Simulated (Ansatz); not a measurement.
# Localised basis functions on h-BN/1T-TaS2 heterobilayer (59 atoms)

Aim: test how closely localised support functions follow the reference on h-BN/1T-TaS2 heterobilayer (59 atoms), and at what cost. A setting counts as converged where the r.m.s. difference of forces stays under 1 % of the r.m.s. force.

Main program and level: Ansatz 0.2.0; Kohn-Sham DFT, PBE+D3(BJ), PAW (set soft_2), plane waves.

**1. Set-up**

The cell holds 59 atoms: 16 B, 16 N, 9 Ta and 18 S. Cell: a = 10.048 Å, b = 10.048 Å, c = 18.370 Å, α = 90.0°, β = 90.0°, γ = 120.0°. It derives from BN and TaS2. 16 cells of h-BN (a = 2.504 Å, strained +0.32 %) and 9 cells of 1T-TaS2 (a = 3.36 Å, -0.32 %) on one hexagonal cell, twist 0.00 deg; facing planes 3.31 Å apart; 12 Å of vacuum; displaced by a Gaussian of 0.01 Å. Regions: layer 1, 32 atoms (16 B and 16 N); layer 2, 27 atoms (9 Ta and 18 S). Vacuum lies along c.

Coordinates:

```xyz
59
Lattice="10.0480 0.0000 0.0000 -5.0240 8.7018 0.0000 0.0000 0.0000 18.3700" Properties=species:S:1:pos:R:3
B     0.0053    1.4571    5.9916
N     1.2570    0.7374    6.0213
B    -1.2765    3.6251    5.9910
N    -0.0085    2.9020    5.9952
B    -2.5106    5.8075    6.0044
N    -1.2426    5.0759    5.9938
B    -3.7820    7.9672    5.9967
N    -2.5279    7.2489    5.9899
B     2.5078    1.4552    5.9914
N     3.7774    0.7243    6.0026
B     1.2688    3.6345    6.0022
N     2.5174    2.9047    6.0180
B     0.0026    5.7984    6.0039
N     1.2651    5.0797    5.9912
B    -1.2636    7.9730    5.9943
N    -0.0024    7.2704    6.0053
B     5.0108    1.4536    6.0053
N     6.2709    0.7429    6.0077
B     3.7626    3.6240    5.9781
N     5.0204    2.9182    6.0053
B     2.5202    5.7949    6.0017
N     3.7594    5.0807    6.0009
B     1.2521    7.9718    6.0048
N     2.5058    7.2531    5.9872
B     7.5281    1.4586    6.0121
N     8.7947    0.7310    6.0031
B     6.2842    3.6064    6.0007
N     7.5273    2.9048    6.0114
B     5.0166    5.7885    5.9875
N     6.2945    5.0868    6.0026
B     3.7633    7.9749    6.0276
N     5.0154    7.2576    5.9877
Ta    5.9003    1.6353   10.8468
S     5.8924    3.5671    9.3189
S     7.5680    2.5893   12.3696
Ta    4.2164    4.5419   10.8238
S     4.2231    6.4669    9.3182
S     5.8983    5.4921   12.3581
Ta    2.5508    7.4488   10.8453
S     7.5686    0.6874    9.3108
S     4.2183    8.4232   12.3643
Ta   -0.8038    1.6601   10.8352
S    -0.8068    3.5855    9.3143
S     0.8618    2.6180   12.3685
Ta   -2.4732    4.5510   10.8287
S    -2.4714    6.4844    9.2969
S    -0.8162    5.5098   12.3573
Ta   -4.1710    7.4408   10.8302
S     0.8685    0.6739    9.3066
S    -2.4909    8.4096   12.3816
Ta    2.5424    1.6493   10.8343
S     2.5446    3.5842    9.3110
S     4.2159    2.5905   12.3715
Ta    0.8713    4.5532   10.8355
S     0.8715    6.5014    9.3134
S     2.5548    5.5221   12.3494
Ta   -0.8058    7.4499   10.8146
S     4.2179    0.6565    9.3132
S     0.8785    8.4048   12.3693
```

What the set-up can't give: Beside vacuum, support functions can miss their usual error bounds without a warning. The electron count is odd and the run has no spin polarisation. No spin–orbit coupling is included, so levels derived from the heavy atoms are approximate.

**2. Plane-wave single point**

The first run fixes the reference, at a cutoff of 420 eV.

The input, input.yaml:

```yaml
crystal:
  lattice:
    - [10.048, 0.0, 0.0]
    - [-5.024, 8.70182, 0.0]
    - [0.0, 0.0, 18.37]
  atoms:
    - { symbol: B, position: [0.08425, 0.16745, 0.32616] }
    - { symbol: "N", position: [0.16747, 0.08474, 0.32778] }
    - { symbol: B, position: [0.08125, 0.41659, 0.32613] }
    - { symbol: "N", position: [0.1659, 0.33349, 0.32636] }
    [... 49 atom lines left out ...]
    - { symbol: Ta, position: [0.34834, 0.52325, 0.58985] }
    - { symbol: S, position: [0.4603, 0.74713, 0.50699] }
    - { symbol: S, position: [0.57155, 0.63459, 0.67226] }
    - { symbol: Ta, position: [0.34787, 0.85613, 0.58871] }
    - { symbol: S, position: [0.4575, 0.07544, 0.50698] }
    - { symbol: S, position: [0.57037, 0.96587, 0.67334] }
kpoints:
  mp_grid: { grid: [2, 2, 1] }
hamiltonian:
  xc: pbe
  dispersion: d3bj
scf:
  occupations: { method: gaussian, width: 0.025 }
output:
  forces: true
  populations: true
  dos:
    method: { smearing: { sigma: 0.15 } }
    de: 0.1
    projected:
      site_lists:
        B: [B]
        "N": ["N"]
        S: [S]
        Ta: [Ta]
        layer_1: [0, 1, 2, 3, 4, 5, 6, 7, 8, 9, 10, 11, 12, 13, 14, 15, 16, 17, 18, 19, 20, 21, 22, 23, 24, 25, 26, 27, 28, 29, 30, 31]
        layer_2: [32, 33, 34, 35, 36, 37, 38, 39, 40, 41, 42, 43, 44, 45, 46, 47, 48, 49, 50, 51, 52, 53, 54, 55, 56, 57, 58]
  eigenvalues: true
  write_density: true
  write_potential: true
  volumetric_format: npy
```

Started as:

```
> ansatz run input.yaml --threads 4 --pin off --max-ram 8192MiB --backend cpu --events-out ev --progress --plain --runs-dir out
```

Log:

```text
Engine: ansatz 0.2.0, aarch64-unknown-linux-gnu
Pseudopotentials: kind: paw
Pseudopotential: B, paw, valence charge 3, recommended cutoff 420 eV (normal), B.paw.azcp
Pseudopotential: N, paw, valence charge 5, recommended cutoff 420 eV (normal), N.paw.azcp
Pseudopotential: Ta, paw, valence charge 13, recommended cutoff 420 eV (normal), Ta.paw.azcp
Pseudopotential: S, paw, valence charge 6, recommended cutoff 420 eV (normal), S.paw.azcp
[... 5 lines on functional and potentials left out ...]
Crystal: 59 atoms, lattice volume = 1606.197 Å³
Basis set: ecut = 420 eV, 31333 PW (Γ), exchange–correlation on 144×144×250 points (8 copies of the dense FFT grid, shifted against one another)
Bands: 236, of which v1, the nominal top of the filled ones, is band 177 counted from 1 (176 counted from 0)
Symmetry: 1 space group operations
Space group: P1 (ITA 1), of the structure as read, at distance tolerance 1.2e-4 Å
k-points: 4
[... 9 lines on functional and potentials left out ...]
Initial density: superposition of atomic densities (neutral atoms: chi_scale 0, normalization atom), corrected by the library's trained network
Initial wavefunctions: pseudopotential atomic-orbital guess
Functional: x = pbe(κ = 0.804, μ = 0.219515), c = pbe(β = 0.066725)
SCF iter   1: F=—  HF=-114345.585605 eV  |F-HF|=—  |Δ(HF+E_count)|=         —  Δρ=3.68e-3  dr2=1.05e0  ethr=1.77e-3  ⟨swp⟩=8.8  Hψ=4893  notcnv=0  defer=50
preconditioner: auto → LDOS  [insulator: Δε(μ)=0.038 eV  Ē_g=10.360 eV  σ=0.025 eV  W_gap=0.65  n_scr=258 (ndim 8)  ℏωp=15.5 eV  f_vac=0.471  D(μ)=50.87/eV (n_scr^D=360)  ε∞_Penn≈3.2  β→1.0]
SCF iter   2: F=—  HF=-114345.522457 eV  |F-HF|=—  |Δ(HF+E_count)|=   6.31e-2  Δρ=2.16e-3  dr2=4.00e-1  ethr=2.97e-4  ⟨swp⟩=2.0  Hψ=1119  notcnv=0  defer=196
SCF iter   3: F=—  HF=-114345.521728 eV  |F-HF|=—  |Δ(HF+E_count)|=   7.28e-4  Δρ=2.62e-3  dr2=3.29e-1  ethr=1.13e-4  ⟨swp⟩=2.0  Hψ=1349  notcnv=0  defer=196
SCF iter   4: F=—  HF=-114345.471046 eV  |F-HF|=—  |Δ(HF+E_count)|=   5.07e-2  Δρ=1.10e-3  dr2=6.57e-2  ethr=9.33e-5  ⟨swp⟩=2.0  Hψ=1343  notcnv=0  defer=196
SCF iter   5: F=—  HF=-114345.465009 eV  |F-HF|=—  |Δ(HF+E_count)|=   6.04e-3  Δρ=4.86e-4  dr2=1.01e-2  ethr=1.86e-5  ⟨swp⟩=2.0  Hψ=1467  notcnv=0  defer=196
SCF iter   6: F=—  HF=-114345.465340 eV  |F-HF|=—  |Δ(HF+E_count)|=   3.31e-4  Δρ=3.51e-4  dr2=5.47e-3  ethr=2.87e-6  ⟨swp⟩=2.0  Hψ=1370  notcnv=0  defer=196
SCF iter   7: F=—  HF=-114345.464953 eV  |F-HF|=—  |Δ(HF+E_count)|=   3.87e-4  Δρ=2.13e-4  dr2=2.63e-3  ethr=1.55e-6  ⟨swp⟩=2.0  Hψ=1268  notcnv=0  defer=196
SCF iter   8: F=—  HF=-114345.464724 eV  |F-HF|=—  |Δ(HF+E_count)|=   2.30e-4  Δρ=1.40e-4  dr2=1.04e-3  ethr=7.46e-7  ⟨swp⟩=2.0  Hψ=865  notcnv=0  defer=196
SCF iter   9: F=—  HF=-114345.464678 eV  |F-HF|=—  |Δ(HF+E_count)|=   4.57e-5  Δρ=8.62e-5  dr2=3.39e-4  ethr=2.95e-7  ⟨swp⟩=2.0  Hψ=1093  notcnv=0  defer=196
SCF iter  10: F=—  HF=-114345.464660 eV  |F-HF|=—  |Δ(HF+E_count)|=   1.84e-5  Δρ=5.46e-5  dr2=1.63e-4  ethr=9.59e-8  ⟨swp⟩=2.0  Hψ=1154  notcnv=0  defer=196
SCF iter  11: F=—  HF=-114345.464664 eV  |F-HF|=—  |Δ(HF+E_count)|=   4.46e-6  Δρ=3.86e-5  dr2=8.91e-5  ethr=4.62e-8  ⟨swp⟩=2.0  Hψ=1129  notcnv=0  defer=196
SCF iter  12: F=—  HF=-114345.463379 eV  |F-HF|=—  |Δ(HF+E_count)|=   1.28e-3  Δρ=2.81e-5  dr2=4.84e-5  ethr=2.52e-8  ⟨swp⟩=2.0  Hψ=1203  notcnv=0  defer=196
SCF iter  13: F=—  HF=-114345.463377 eV  |F-HF|=—  |Δ(HF+E_count)|=   1.93e-6  Δρ=1.77e-5  dr2=2.11e-5  ethr=1.37e-8  ⟨swp⟩=2.0  Hψ=1076  notcnv=0  defer=196
SCF iter  14: F=—  HF=-114345.463377 eV  |F-HF|=—  |Δ(HF+E_count)|=   1.23e-7  Δρ=1.27e-5  dr2=1.03e-5  ethr=5.98e-9  ⟨swp⟩=2.0  Hψ=792  notcnv=0  defer=196
SCF iter  15: F=—  HF=-114345.463377 eV  |F-HF|=—  |Δ(HF+E_count)|=   2.47e-7  Δρ=9.46e-6  dr2=4.52e-6  ethr=2.92e-9  ⟨swp⟩=2.0  Hψ=1136  notcnv=0  defer=196
SCF iter  16: F=—  HF=-114345.463377 eV  |F-HF|=—  |Δ(HF+E_count)|=   1.89e-7  Δρ=6.68e-6  dr2=1.85e-6  ethr=1.28e-9  ⟨swp⟩=2.0  Hψ=1285  notcnv=0  defer=196
SCF iter  17: F=—  HF=-114345.463377 eV  |F-HF|=—  |Δ(HF+E_count)|=   4.00e-8  Δρ=3.72e-6  dr2=5.14e-7  ethr=5.24e-10  ⟨swp⟩=2.0  Hψ=1292  notcnv=0  defer=196
SCF iter  18: F=—  HF=-114345.463378 eV  |F-HF|=—  |Δ(HF+E_count)|=   1.99e-7  Δρ=2.32e-6  dr2=2.41e-7  ethr=1.46e-10  ⟨swp⟩=2.0  Hψ=1029  notcnv=0  defer=196
SCF iter  19: F=—  HF=-114345.463378 eV  |F-HF|=—  |Δ(HF+E_count)|=   6.79e-8  Δρ=1.64e-6  dr2=1.29e-7  ethr=6.81e-11  ⟨swp⟩=2.0  Hψ=1134  notcnv=0  defer=196
SCF iter  20: F=-114345.463378 eV  HF=-114345.463378 eV  |F-HF|=4.69e-8  |Δ(HF+E_count)|=   1.43e-9  Δρ=1.21e-6  dr2=6.59e-8  ethr=2.83e-11  ⟨swp⟩=25.0  Hψ=8679  notcnv=0
SCF 1 converged in 20 iterations: F = -114345.463378 eV  dr2 = 6.59e-8
  greatest PAW one-centre occupation: 0.999 electrons in one spin orbital (limit 2), on the Ta atom at site 38 (counted from 0), in its partial waves of l = 0
WARN: The output density's exchange-correlation potential varies sharply where the density is thin. Do not read a vacuum level from v_tot or v_xc, or from such a field of the output density. On a cell that repeats whose density bears no net charge and no dipole along the vacuum's axis use v_es (v_loc + v_h of the components); [...]
SCF converged after 20 iterations
the last check of whether an eigenvalue changes by more than its tolerance under the output density was not made (no_room)
Free energy (F): -114345.463378 eV
Harris-Foulkes:  -114345.463378 eV  (|F-HF|=4.69e-8)
Internal energy: -114345.437893 eV  (E = F + TS)
E sigma→0 (E₀):  -114345.450636 eV
Entropy (-TS):   -0.025484 eV (-0.432 meV/atom)
Fermi energy:    2.169757 eV
--- Per-component energies (eV) ---
  E_band       = -4392.401820
  E_kinetic    = 8151.589445
  E_local      = -127158.770807  (includes V_loc(G=0)·N_el)
  E_nonlocal   = 1564.999206
  E_hartree    = 59882.957427
  E_xc         = -5192.722565
  E_vxc        = -5244.563145  (∫ρ·V_xc dr)
  E_paw        = -89683.560867  (= ΣΔE_a)
  E_vpaw       = -1471.549743  (= ΣTr[D̂ρ^β])
  E_aug_tail   = 0.002933  (compensation charges beyond the density's cutoff)
  E_ewald      = 38102.291339
  E_disp       = -12.224004  (pairwise vdW)
  E_smearing   = -0.025484  (= −TS)
  E_closure    = -0.000000  (closes the sum)
  Σ components = -114345.463378   (vs F -114345.463378, Δ=0.00e0)
--- Forces (eV/Å), atoms counted from 1 ---
  atom   1  B     -0.31701050    -0.02442512     0.23752628
  atom   2  N      0.02490342    -0.66994218    -0.34461061
  atom   3  B      0.89952257     0.13590436     0.16580872
  atom   4  N      0.38326207     0.40818548    -0.10489022
  atom   5  B      0.29751079    -0.21171958    -0.08772303
  atom   6  N     -0.66959438     0.12226433     0.05093377
  atom   7  B      0.20873054     0.72523161     0.05869303
  atom   8  N      0.49995962     0.31801682    -0.02149317
  atom   9  B      0.38307288    -0.20781399     0.31734222
  atom  10  N     -0.97419174     0.05128808    -0.19887547
  atom  11  B     -0.76659098    -0.31320020     0.00770824
  atom  12  N     -0.21141521    -0.18195342    -0.35631589
  atom  13  B      0.22083916     0.46450941    -0.07271503
  atom  14  N     -0.20437295    -0.03621984     0.10231662
[...]
atom  58  S      0.01052467     0.29529240    -0.08385271
  atom  59  S     -0.14391530    -0.03778835     0.01594492
  max |Σ_I F_I| component: 1.51e-4 eV/Å
--- Band table (eV) ---
  k-point 0: bands = ["-66.7546", "-66.7486", "-66.7409", "-66.7377", [... 220 levels ...], "6.7688", "6.7844", "6.8146", "6.8495", "7.3802", "7.5054", "7.7952", "7.8034", "7.8094", "7.8259", "7.8332", "7.8443"]
[...]
--- Löwdin populations: 59 sites ---
  site symbol       q [e]
     0      B      2.5974
     1      N      5.3461
     2      B      2.5916
[...]
58      S      6.1919
  spilling = 0.008112 (of n_electrons = 353.000000)
```

Run time: 86 s. Hardware: 4 threads of Arm Neoverse V2, shared host; peak memory 6.6 GiB.

In the SCF lines HF is the Harris–Foulkes energy and dr2 the Hartree energy of the density residual, in eV; the loop may stop once dr2 is under the threshold and the program's other checks hold. Hψ counts applications of the Hamiltonian.

The program notes that the exchange-correlation potential is rough where the density is thin.

Numbers from this run:

```yaml
free_energy: -114345.4634 eV
free_energy_per_atom: -1938.0587 eV/atom
scf_cycles: 20
r_m_s_force_component: 0.3133 eV/Å
longest_force: 1.42 eV/Å
fermi_energy: 2.17 eV
levels_partly_filled_by_over_2_per_cent: 12
potential_in_mid_vacuum_over_the_fermi_level: 4.743 eV
potential_4p5_a_over_the_upper_face: 4.779 eV
potential_4p5_a_under_the_lower_face: 4.703 eV
spilling_of_the_projection: 0.008112
```

The r.m.s. force component of 0.31 eV/Å sets the scale for the differences below.

**3. Support functions medium**

With localised support functions most steps grow linearly with size, though the diagonalisation grows faster unless the density matrix is cut; this run measures error and cost at this size.

This step: Kohn-Sham DFT, PBE+D3(BJ), PAW (set soft_2), localised support functions (medium) (Ansatz 0.2.0).

input.yaml, the sections that differ from step 2:

```yaml
scf:
  occupations: { method: gaussian, width: 0.025 }
  eigensolver: { kind: { support_functions: { accuracy: medium } } }
  mixing: { beta: 0.4 }
  max_iter: 150
output:
  forces: true
# crystal, kpoints, hamiltonian: as in step 2
```

Log:

```text
Warning: scf.eigensolver.kind.support_functions: disabling space-group detection — the functions' gradient is summed over unrotated k-points, so no spatial operation reduces the k-mesh or symmetrises the density; time reversal is kept, so that k and −k are solved as one point where they differ and the mesh holds both, and exact exchange and, on two spinor components, a DFT+U term hold to it where the run has them: [...]
settings of this run that can trade accuracy for cost: scf.eigensolver.kind.support_functions [...]
[...]
Crystal: 59 atoms, lattice volume = 1606.197 Å³
Basis set: ecut = 420 eV, 31333 PW (Γ), exchange–correlation on 144×144×250 points (8 copies of the dense FFT grid, shifted against one another)
Bands: 212, of which v1, the nominal top of the filled ones, is band 177 counted from 1 (176 counted from 0)
Symmetry: 1 space group operations
k-points: 4
[...]
SCF iter   1: F=—  HF=-114344.043831 eV  |F-HF|=—  |Δ(HF+E_count)|=         —  Δρ=5.97e-2  dr2=6.42e1  ethr=1.00e-1
[...]
SCF iter  20: F=—  HF=-114345.584276 eV  |F-HF|=—  |Δ(HF+E_count)|=   3.49e-4  Δρ=7.80e-6  dr2=1.33e-6  ethr=1.08e-9  κ⁻¹=1.7e-5(r=7)
SCF iter  21: F=-114345.584276 eV  HF=-114345.584277 eV  |F-HF|=5.55e-8  |Δ(HF+E_count)|=   6.07e-7  Δρ=3.94e-6  dr2=4.90e-7  ethr=3.75e-10
SCF 1 converged in 21 iterations: F = -114345.594534 eV  dr2 = 4.90e-7
[...]
SCF converged after 21 iterations
Stability not checked: this state was not tested for a lower state beside it, because the mixer in use, unlike msr1, does not test its closes by its own steps (another_mixer; see scf.mixing.algorithm and scf.lower_state_search)
Free energy (F): -114345.594534 eV
[...]
Internal energy: -114345.569198 eV  (E = F + TS)
E sigma→0 (E₀):  -114345.581866 eV
Entropy (-TS):   -0.025336 eV (-0.429 meV/atom)
Fermi energy:    2.169904 eV
[...]
Σ components = -114345.594534   (vs F -114345.594534, Δ=0.00e0)
--- Forces (eV/Å), atoms counted from 1 ---
  atom   1  B     -0.31698638    -0.02442985     0.23748533
  atom   2  N      0.02511952    -0.66987764    -0.34510242
  atom   3  B      0.89934587     0.13591646     0.16559216
  atom   4  N      0.38346353     0.40816025    -0.10516392
[...]
atom  59  S     -0.14357827    -0.03786193     0.01531498
  max |Σ_I F_I| component: 1.38e-2 eV/Å
--- Band table (eV) ---
[...]
guard bands above this table: 30 of the run's 212 bands (output.publish_guard_bands: true publishes all)
[...]
```

Elapsed: 2.4 min, on 4 threads; peak memory 3 GiB.

The program notes that the band table was not solved further than the SCF left it and it switched symmetry off.

Keys that differ from the reference: support_functions.accuracy = "medium", scf.max_iter = 150 and scf.mixing.beta = 0.4.

Forces differ from the reference by 0.58 meV/Å r.m.s., 0.19 % of their size, well within a tolerance of 1 %; the energy by -2.2 meV/atom. It took roughly 1.7 times the reference's time (one timing each, with unlike analyses asked), in 21 cycles against 20.

**4. Support functions low**

The cell is solved in localised support functions.

This step: Kohn-Sham DFT, PBE+D3(BJ), PAW (set soft_2), localised support functions (low) (Ansatz 0.2.0).

input.yaml, the sections that differ from step 3:

```yaml
scf:
  occupations: { method: gaussian, width: 0.025 }
  eigensolver: { kind: { support_functions: { accuracy: low } } }
  mixing: { beta: 0.4 }
  max_iter: 150
# crystal, kpoints, hamiltonian, output: as in step 3
```

Log:

```text
[...]
Crystal: 59 atoms, lattice volume = 1606.197 Å³
Basis set: ecut = 420 eV, 31333 PW (Γ), exchange–correlation on 144×144×250 points (8 copies of the dense FFT grid, shifted against one another)
Bands: 212, of which v1, the nominal top of the filled ones, is band 177 counted from 1 (176 counted from 0)
Symmetry: 1 space group operations
k-points: 4
[...]
SCF iter   1: F=—  HF=-114344.034675 eV  |F-HF|=—  |Δ(HF+E_count)|=         —  Δρ=5.97e-2  dr2=6.42e1  ethr=1.00e-1
[...]
SCF iter  18: F=—  HF=-114345.582831 eV  |F-HF|=—  |Δ(HF+E_count)|=   4.53e-4  Δρ=1.71e-5  dr2=1.47e-5  ethr=6.94e-9  κ⁻¹=4.0e-5(r=7)
SCF iter  19: F=-114345.583235 eV  HF=-114345.583236 eV  |F-HF|=9.11e-7  |Δ(HF+E_count)|=   4.05e-4  Δρ=1.04e-5  dr2=3.72e-6  ethr=4.17e-9
SCF 1 converged in 19 iterations: F = -114345.594543 eV  dr2 = 3.72e-6
[...]
SCF converged after 19 iterations
[...]
Free energy (F): -114345.594543 eV
[...]
Internal energy: -114345.569210 eV  (E = F + TS)
E sigma→0 (E₀):  -114345.581877 eV
Entropy (-TS):   -0.025332 eV (-0.429 meV/atom)
Fermi energy:    2.170375 eV
[...]
Σ components = -114345.594543   (vs F -114345.594543, Δ=0.00e0)
--- Forces (eV/Å), atoms counted from 1 ---
  atom   1  B     -0.31698893    -0.02447240     0.23752972
  atom   2  N      0.02509057    -0.66983900    -0.34504393
  atom   3  B      0.89940973     0.13593743     0.16567974
  atom   4  N      0.38345053     0.40812381    -0.10504716
[...]
atom  59  S     -0.14352111    -0.03782399     0.01519037
  max |Σ_I F_I| component: 1.68e-2 eV/Å
--- Band table (eV) ---
[...]
```

Run time: 2.1 min. Hardware: 4 threads; peak memory 2.9 GiB; 8 min of CPU time.

Keys that differ from the reference: support_functions.accuracy = "low", scf.max_iter = 150 and scf.mixing.beta = 0.4.

Forces differ from the reference by 0.62 meV/Å r.m.s., 0.20 % of their size, well within a tolerance of 1 %; the energy by -2.2 meV/atom. It took roughly 1.5 times the reference's time (one timing each, with unlike analyses asked), in 19 cycles against 20.

(Part 1 of 2 ends here.)

[Long decimals in the printed logs are rounded to 6 places.]

[Logs are printed without paths, hosts, clocks, repeated set-up lines and the standing remarks that a program may print on its own settings, such as how far it seeks lower states.]

[Hosts, paths, dates, database ids (printed as entryN), source tags and the programs' standing remarks are cut or masked in the printed files.]
